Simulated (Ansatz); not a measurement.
**NaVSe3 (model cell, started as cubic perovskite with V in the octahedra): following an unstable mode**

Which phase does NaVSe3 (model cell, started as cubic perovskite with V in the octahedra) fall into along its unstable mode, and how much energy does it gain?

Program: Ansatz 0.2.0. Level of theory: DFT PBE, scalar-relativistic, plane waves, PAW; PAW set soft_1. Results are calculated unless marked as measured.

This is a report of a sequence of runs, with most program output left out.

The structure was built from a prototype and need not be the compound's stable phase.

**1. Set-up**

The structure is cubic, space group Pm-3m (No. 221). Conventional cell: a = 4.893 Å, b = 4.893 Å, c = 4.893 Å, α = 90.00°, β = 90.00°, γ = 90.00°. Nearest to Na lie 12 Se at 3.46 Å. Nearest to V lie 6 Se at 2.45 Å. Nearest to Se lie 2 V at 2.45 Å and 4 Na at 3.46 Å. Farther neighbours and most contacts between anions are not listed.

**2. Phonons on a q mesh**

The cell comes from relaxations at this level that are not shown. Stability and thermal properties need the whole zone. Linear response on a 2×2×2 q mesh gives force constants as far as a supercell of that size would.

The input, input.yaml:

```yaml
crystal:
  lattice:
    - [4.8932201373, 0.0, 0.0]
    - [0.0, 4.8932201373, 0.0]
    - [0.0, 0.0, 4.8932201373]
  atoms:
    - { symbol: Na, position: [0.0, 0.0, 0.0] }
    - { symbol: V, position: [0.5, 0.5, 0.5] }
    - { symbol: Se, position: [0.5, 0.5, 0.0] }
    - { symbol: Se, position: [0.5, 0.0, 0.5] }
    - { symbol: Se, position: [0.0, 0.5, 0.5] }
kpoints:
  mp_grid: { grid: [8, 8, 8] }
hamiltonian:
  xc: pbe
  pseudopotentials: { kind: paw, azcp: { folder: soft_1 } }
scf:
  occupations: { method: methfessel_paxton, width: 0.2 }
output:
  eigenvalues: true
phonons:
  method: dfpt
  qmesh: [2, 2, 2]
  temperatures: { t_max: 1000, t_step: 50 }
  qpath:
    path:
      - [[0.0, 0.0, 0.0], [0.0, 0.5, 0.0], [0.5, 0.5, 0.0], [0.0, 0.0, 0.0], [0.5, 0.5, 0.5], [0.0, 0.5, 0.0]]
      - [[0.5, 0.5, 0.5], [0.5, 0.5, 0.0]]
    npoints: 10
```

Run with:

```
ansatz run input.yaml --threads 4 --pin off --max-ram 16384MiB --backend cpu --events-out ev --progress --plain --runs-dir out
```

Wall time 8.6 min (4 threads of Arm Neoverse V1, shared host); peak memory 1.8 GiB; 34 min of CPU time.

This run has no spin polarisation, although V can carry a moment.

This step gave:

- volume per atom: 23.43 Å³
- gap on the k-mesh: 0 eV
- sum-rule residual before enforcement: 5.46e-5 eV/Å²
- lowest frequency on the path: -132.8 cm⁻¹
- point group: m-3m
- highest frequency on the path or at a solved wavevector: 251.7 cm⁻¹
- highest optical mode at the zone centre (no LO-TO term): 200.2 cm⁻¹
- lowest optical zone-centre mode: -132.8 cm⁻¹
- lowest mode on the q mesh (acoustic modes at Γ apart): -132.8 cm⁻¹

Frequencies (cm⁻¹) solved at each irreducible wavevector; negative means imaginary. Frequencies by wavevector, by row:

```csv
q in reciprocal lattice units,star,mode 1,mode 2,mode 3,mode 4,mode 13,mode 14,mode 15
0 0 0,1,-132.8,-132.8,-132.8,0,200.2,200.2,200.2
0 0 -0.5,3,-122.6,-122.6,4.3,4.3,190.2,190.2,206.3
0 -0.5 -0.5,3,-114.1,-48.7,-46.3,-46.3,127.7,178.8,230.2
-0.5 -0.5 -0.5,1,-91.2,-91.2,-49.2,-49.2,126.8,126.8,251.7
```

Interpolated from a 2×2×2 q mesh. Phonon branches along the path, in cm⁻¹:

```csv
point,branch 1,branch 2,branch 3,branch 4,branch 12,branch 13,branch 14,branch 15
Γ,-133,-133,-133,0,36,200,200,200
halfway,-127,-127,-76,10,79,196,196,203
X,-123,-123,4,4,125,190,190,206
halfway,-117,-79,-31,-20,126,142,185,225
M,-114,-49,-46,-46,126,128,179,230
halfway,-121,-78,-74,-28,100,167,191,219
Γ,-133,-133,-133,0,36,200,200,200
halfway,-73,-73,-73,-33,105,156,156,235
R,-91,-91,-49,-49,127,127,127,252
halfway,-78,-70,-36,-35,124,124,140,242
X,-123,-123,4,4,125,190,190,206
jump to R,-91,-91,-49,-49,127,127,127,252
halfway,-76,-49,-45,-36,119,119,127,247
M,-114,-49,-46,-46,126,128,179,230
```

Symmetry leaves 4 wavevectors to solve. The lowest mode among them, the acoustic zeros apart, lies at Γ and is imaginary, 132.8i cm⁻¹, so the energy falls along it.

**3. The mode frozen in, largest atomic shift 0 Å**

The mode followed lies at q = (0, 0, -0.5) with frequency 122.6i cm⁻¹ and is 2-fold degenerate, one of the unstable modes though not the softest. At small amplitude the distorted cell has space group no. 63 by a symmetry search on the positions. The undistorted cell that holds it gives the zero of energy on the same k mesh.

System of this step: NaVSe3 (model cell, started as cubic perovskite with V in the octahedra). Symmetry: Pm-3m, No. 221, cubic system. Conventional cell: a = 4.893 Å, b = 4.893 Å, c = 4.893 Å, α = 90.00°, β = 90.00°, γ = 90.00°. Nearest to Na lie 12 Se at 3.46 Å. Nearest to V lie 6 Se at 2.45 Å. Nearest to Se lie 2 V at 2.45 Å and 4 Na at 3.46 Å. Nearest to Se lie 2 V at 2.45 Å and 4 Na at 3.46 Å. Farther neighbours and most contacts between anions are not listed.

The input, input.yaml:

```yaml
crystal:
  lattice:
    - [4.8932201373, 0.0, 0.0]
    - [0.0, 4.8932201373, 0.0]
    - [0.0, 0.0, 9.7864402746]
  atoms:
    - { symbol: Na, position: [0.0, 0.0, 0.0] }
    - { symbol: Na, position: [0.0, 0.0, 0.5] }
    - { symbol: V, position: [0.5, 0.5, 0.25] }
    - { symbol: V, position: [0.5, 0.5, 0.75] }
    - { symbol: Se, position: [0.5, 0.5, 0.0] }
    - { symbol: Se, position: [0.5, 0.5, 0.5] }
    - { symbol: Se, position: [0.5, 0.0, 0.25] }
    - { symbol: Se, position: [0.5, 0.0, 0.75] }
    - { symbol: Se, position: [0.0, 0.5, 0.25] }
    - { symbol: Se, position: [0.0, 0.5, 0.75] }
kpoints:
  mp_grid: { grid: [8, 8, 4] }
hamiltonian:
  xc: pbe
  pseudopotentials: { kind: paw, azcp: { folder: soft_1 } }
scf:
  occupations: { method: methfessel_paxton, width: 0.2 }
output:
  forces: true
  stress: true
  eigenvalues: true
```

The job ended after 16 s (4 threads; peak memory 1.1 GiB; 61 s of CPU time).

Numbers from this step:

```yaml
pressure: -0.004728 GPa
energy_from_the_undistorted_cell: 0 meV/atom
```

The run ends at a pressure of 0.00 GPa.

**4. The mode frozen in, largest atomic shift 0.32 Å**

The atoms are moved along the unstable eigenvector, the largest shift by 0.32 Å, with the cell fixed.

input.yaml, the sections that differ from step 3:

```yaml
crystal:
  lattice:
    - [4.8932201373, 0.0, 0.0]
    - [0.0, 4.8932201373, 0.0]
    - [0.0, 0.0, 9.7864402746]
  atoms:
    - { symbol: Na, position: [0.0, 0.0, 0.0] }
    - { symbol: Na, position: [0.0, 0.0, 0.5] }
    - { symbol: V, position: [0.5462423851, 0.4537576149, 0.25] }
    - { symbol: V, position: [0.4537576149, 0.5462423851, 0.75] }
    - { symbol: Se, position: [0.5, 0.5, 0.0] }
    - { symbol: Se, position: [0.5, 0.5, 0.5] }
    - { symbol: Se, position: [0.4835536574, -0.0067878203, 0.25] }
    - { symbol: Se, position: [0.5164463426, 0.0067878203, 0.75] }
    - { symbol: Se, position: [0.0067878203, 0.5164463426, 0.25] }
    - { symbol: Se, position: [-0.0067878203, 0.4835536574, 0.75] }
# kpoints, hamiltonian, scf, output: as in step 3
```

Wall time 23 s (4 threads); peak memory 1.3 GiB.

This step gave:

* pressure: 1.139 GPa
* energy from the undistorted cell: -17.62 meV/atom

The energy, extrapolated to zero smearing, is -17.62 meV/atom against the undistorted cell.

The run ends at a pressure of 1.14 GPa, with forces up to 0.36 eV/Å.

**5. Energy along the mode, all amplitudes (two of the runs are shown above)**

An imaginary frequency means negative curvature, so the energy should fall and then rise again as anharmonic terms take over.

Numbers from this step:

```yaml
depth_at_the_lowest_point_sampled: 17.62 meV/atom
largest_atomic_shift_at_that_point: 0.32 Å
```

Energy from the parent against largest atomic shift:

```csv
largest atomic shift (Å),energy from the parent (meV/atom)
0.000,0
0.040,-0.514
0.080,-1.85
0.140,-4.79
0.220,-10.6
0.320,-17.6
0.450,-13.8
0.600,25.8
```

Displacement at unit largest shift by atom:

```csv
atom,x (Å),y (Å),z (Å),size
Na1,0.000,0.000,0.000,0.000
Na2,0.000,0.000,0.000,0.000
V3,0.707,-0.707,0.000,1.000
V4,-0.707,0.707,0.000,1.000
Se5,0.000,0.000,0.000,0.000
Se6,0.000,0.000,0.000,0.000
Se7,-0.251,-0.104,0.000,0.272
Se8,0.251,0.104,0.000,0.272
Se9,0.104,0.251,0.000,0.272
Se10,-0.104,-0.251,0.000,0.272
```

The lowest of the steps tried is at 0.32 Å, 17.6 meV/atom below the parent; the bottom of the well need not coincide with a step.

**6. Relaxing from the distorted cell**

Starting from the lowest point found, all atoms and the cell are let go, so that strain and other modes of the same symmetry can join in.

Changes to input.yaml since step 4:

```diff
@@ -27 +27,10 @@
   eigenvalues: true
+  write_density: true
+  write_potential: true
+  elf: true
+  volumetric_format: npy
+relax:
+  adjacent_minimum: "off"
+  f_tol: 0.002
+  max_steps: 120
+  cell: { stress_tol: 0.03 }
```

Wall time 17 min (4 threads); peak memory 1.6 GiB.

Relaxation path (22 of 33):

```csv
step,energy less that of the first step (eV),largest force component (eV/Å),pressure (GPa),volume (Å³)
1,0.0000,0.3327,1.14,234.32
3,-0.1589,0.2738,-0.54,238.98
4,-0.2232,0.1992,-0.13,240.02
6,-0.2814,0.0401,0.43,247.15
7,-0.3420,0.1305,0.50,255.95
9,-0.3933,0.1941,0.11,264.29
10,-0.4271,0.1387,-0.32,266.88
12,-0.4589,0.1777,0.29,269.66
13,-0.4711,0.1873,0.52,270.91
15,-0.4763,0.0171,0.01,272.01
16,-0.4764,0.0011,0.00,272.50
18,-0.6715,0.0332,0.40,279.59
19,-0.7343,0.1081,0.39,288.22
21,-0.7843,0.1274,0.19,303.18
22,-0.7897,0.0102,-0.07,303.75
24,-0.7909,0.0018,-0.01,303.23
25,-0.7907,0.0170,-0.01,303.23
27*,-0.8198,0.0015,0.12,303.27
28,-0.8293,0.0175,0.12,306.95
30,-0.8404,0.0287,0.08,317.67
31,-0.8404,0.0172,-0.03,318.48
33*,-0.8438,0.0010,0.00,318.55
```

Relaxation steps marked * repeat the geometry before them on a plane-wave basis chosen anew for their cell, so energy and pressure can jump there. Other such steps can lie between the rows shown. Relaxation step 25 was tried and not accepted.

Forces are held to the 8 operations that the run works with; a distortion that breaks them can't arise in this run.

```csv
cell as run,before,after,change
a (Å),4.893,6.499,+32.8 %
b (Å),4.893,6.499,+32.8 %
c (Å),9.786,7.751,-20.8 %
γ (°),90.00,76.64,-14.8 %
volume (Å³/atom),23.43,31.86,+35.9 %
```

The atoms that moved most (Å, as changes of fractional coordinates times the final cell):

```csv
atom,dx,dy,dz,length
Se7,1.011,0.171,0.000,1.025
Se10,0.171,1.011,0.000,1.025
Se9,-0.171,-1.011,0.000,1.025
Se8,-1.011,-0.171,0.000,1.025
V4,-0.642,0.642,0.000,0.908
V3,0.642,-0.642,0.000,0.908
```

Numbers from this step:

| Property | Result |
| --- | --- |
| pressure | 8.01e-4 GPa |
| volume per atom | 31.86 Å³ |
| gap on the k-mesh | 0.07320 eV |

Electrostatic potential energy in the bc plane of the conventional cell at fractional x = 0.000, with atoms of Na and V and Se within 0.2 Å of it. With pseudopotentials it is smooth inside the atoms' cores, unlike the true potential.

Ten even steps from '0' (-39 eV) to '9' (8 eV), each cell a mean:
```
01789999857995799999840
36899999975555789999874
88999999997667667899998
99999999999875112689999
99999999999972000379999
99999999999961000279999
99999999999973000489999
89999999998876434789999
68899999986556778899987
03899999865875789999861
00689999858995699999830
01789999857995799999840
36899998865555899999874
88999876676678999999988
99999741136899999999999
99998510004899999999999
99998500004899999999999
99998620015899999999999
89999863357889999999998
68899988775557999999987
03899999865875799999861
00689999858995699999830
```
Columns run along b (8.1 Å; values clipped at the 3rd and 97th percentile), rows up along c (7.8 Å), edges of the conventional cell, whose origin can differ from the input's. Atoms in or near the plane, at fractional coordinates: Na at (0.00, 0.00), Na at (0.00, 0.50), V at (0.34, 0.25), V at (0.66, 0.75), Se at (0.50, 0.00), Se at (0.50, 0.50).

Valence density in the bc plane of the conventional cell at fractional x = 0.000, with atoms of Na and V and Se within 0.2 Å of it. It is the smooth field of the valence electrons, not physical close to the nuclei.

Ten steps, logarithmic in the rise over the least value, from '_' (0 e/Å³) to '@' (45 e/Å³), each cell a mean:
```
##++..__________..::++%%##--..____________--**
--..______________..::==--::..____________..--
____________________....::........____________
______________________....::--==--..__________
________________________..--**##++--__________
________________________..==**##**--..________
________________________..::++**++::__________
____________________........::--::____________
..________________....::::::....____________..
++--______________..==**++::..____________..++
%%++..__________..::**@@%%==..____________--##
##++..__________..::++%%##--..____________--**
--..____________..::::==--::..______________--
______________........::....__________________
____________::====--....______________________
__________..==****++::________________________
__________..++####++::________________________
__________..--++**==..________________________
____________..::::::......____________________
..______________....::::::..________________..
++--____________..::==**++::..____________..++
%%++..__________..::**@@%%==..____________--##
```
Columns run along b (8.1 Å), rows up along c (7.8 Å), edges of the conventional cell, whose origin can differ from the input's. Atoms in or near the plane, at fractional coordinates: Na at (0.00, 0.00), Na at (0.00, 0.50), V at (0.34, 0.25), V at (0.66, 0.75), Se at (0.50, 0.00), Se at (0.50, 0.50).

ELF in the bc plane of the conventional cell at fractional x = 0.000, with atoms of Na and V and Se within 0.2 Å of it. It is the smooth field of the valence electrons, not physical close to the nuclei.

Values, 12 rows by 16 columns, each cell a mean:
```
0.50 0.38 0.02 0.04 0.26 0.64 0.76 0.55 0.47 0.72 0.62 0.25 0.11 0.06 0.16 0.49
0.11 0.04 0.00 0.01 0.12 0.42 0.66 0.75 0.67 0.42 0.32 0.19 0.10 0.19 0.10 0.08
0.03 0.01 0.00 0.00 0.02 0.08 0.21 0.30 0.18 0.44 0.68 0.62 0.17 0.20 0.21 0.09
0.02 0.01 0.00 0.00 0.03 0.14 0.32 0.43 0.27 0.38 0.63 0.55 0.15 0.20 0.19 0.08
0.25 0.10 0.01 0.02 0.17 0.51 0.72 0.76 0.72 0.55 0.31 0.13 0.10 0.16 0.07 0.17
0.46 0.44 0.03 0.05 0.26 0.66 0.75 0.44 0.33 0.71 0.70 0.32 0.11 0.04 0.22 0.52
0.49 0.30 0.04 0.11 0.17 0.50 0.74 0.56 0.47 0.73 0.72 0.39 0.08 0.01 0.22 0.53
0.10 0.07 0.17 0.13 0.14 0.30 0.38 0.59 0.74 0.70 0.52 0.21 0.03 0.00 0.02 0.10
0.07 0.17 0.23 0.13 0.49 0.70 0.57 0.19 0.27 0.25 0.11 0.03 0.00 0.00 0.01 0.02
0.05 0.15 0.23 0.12 0.41 0.64 0.49 0.24 0.41 0.38 0.20 0.05 0.01 0.00 0.00 0.02
0.22 0.08 0.13 0.13 0.09 0.24 0.46 0.68 0.76 0.75 0.60 0.27 0.04 0.00 0.05 0.21
0.45 0.39 0.03 0.09 0.21 0.60 0.75 0.44 0.32 0.70 0.73 0.40 0.09 0.01 0.27 0.52
```
Columns run along b (8.1 Å), rows up along c (7.8 Å), edges of the conventional cell, whose origin can differ from the input's. Atoms in or near the plane, at fractional coordinates: Na at (0.00, 0.00), Na at (0.00, 0.50), V at (0.34, 0.25), V at (0.66, 0.75), Se at (0.50, 0.00), Se at (0.50, 0.50).

The distorted start has space group Cmcm; the relaxation ends in Cmcm.

**7. The new phase in its own primitive cell**

The relaxed structure is symmetrised, reduced to its primitive cell and relaxed tightly, as its phonons need.

The input, input.yaml:

```yaml
crystal:
  lattice:
    - [5.0989779964, -4.0299674899, 0.0]
    - [5.0989779964, 4.0299674899, 0.0]
    - [0.0, 0.0, 7.7511293522]
  atoms:
    - { symbol: Na, position: [0.0, 0.0, 0.0] }
    - { symbol: Na, position: [0.0, 0.0, 0.5] }
    - { symbol: V, position: [0.6589414579, 0.3410585421, 0.25] }
    - { symbol: V, position: [0.3410585421, 0.6589414579, 0.75] }
    - { symbol: Se, position: [0.5, 0.5, 0.0] }
    - { symbol: Se, position: [0.5, 0.5, 0.5] }
    - { symbol: Se, position: [0.6391670413, 0.0014454175, 0.25] }
    - { symbol: Se, position: [0.3608329587, 0.9985545825, 0.75] }
    - { symbol: Se, position: [0.9985545825, 0.3608329587, 0.25] }
    - { symbol: Se, position: [0.0014454175, 0.6391670413, 0.75] }
kpoints:
  mp_grid: { grid: [6, 6, 4] }
hamiltonian:
  xc: pbe
  pseudopotentials: { kind: paw, azcp: { folder: soft_1 } }
scf:
  occupations: { method: methfessel_paxton, width: 0.2 }
output:
  forces: true
  stress: true
  eigenvalues: true
relax:
  adjacent_minimum: "off"
  f_tol: 0.001
  max_steps: 60
  cell: { stress_tol: 0.01 }
```

Wall time 2 min (4 threads); peak memory 1.3 GiB; 8 min of CPU time.

(Continued in part 2 of 2.)

[Logs are printed without paths, hosts, clocks, repeated set-up lines and the standing remarks that a program may print on its own settings, such as how far it seeks lower states.]

[Hosts, paths, dates, database ids (printed as entryN), source tags and the programs' standing remarks are cut or masked in the printed files.]
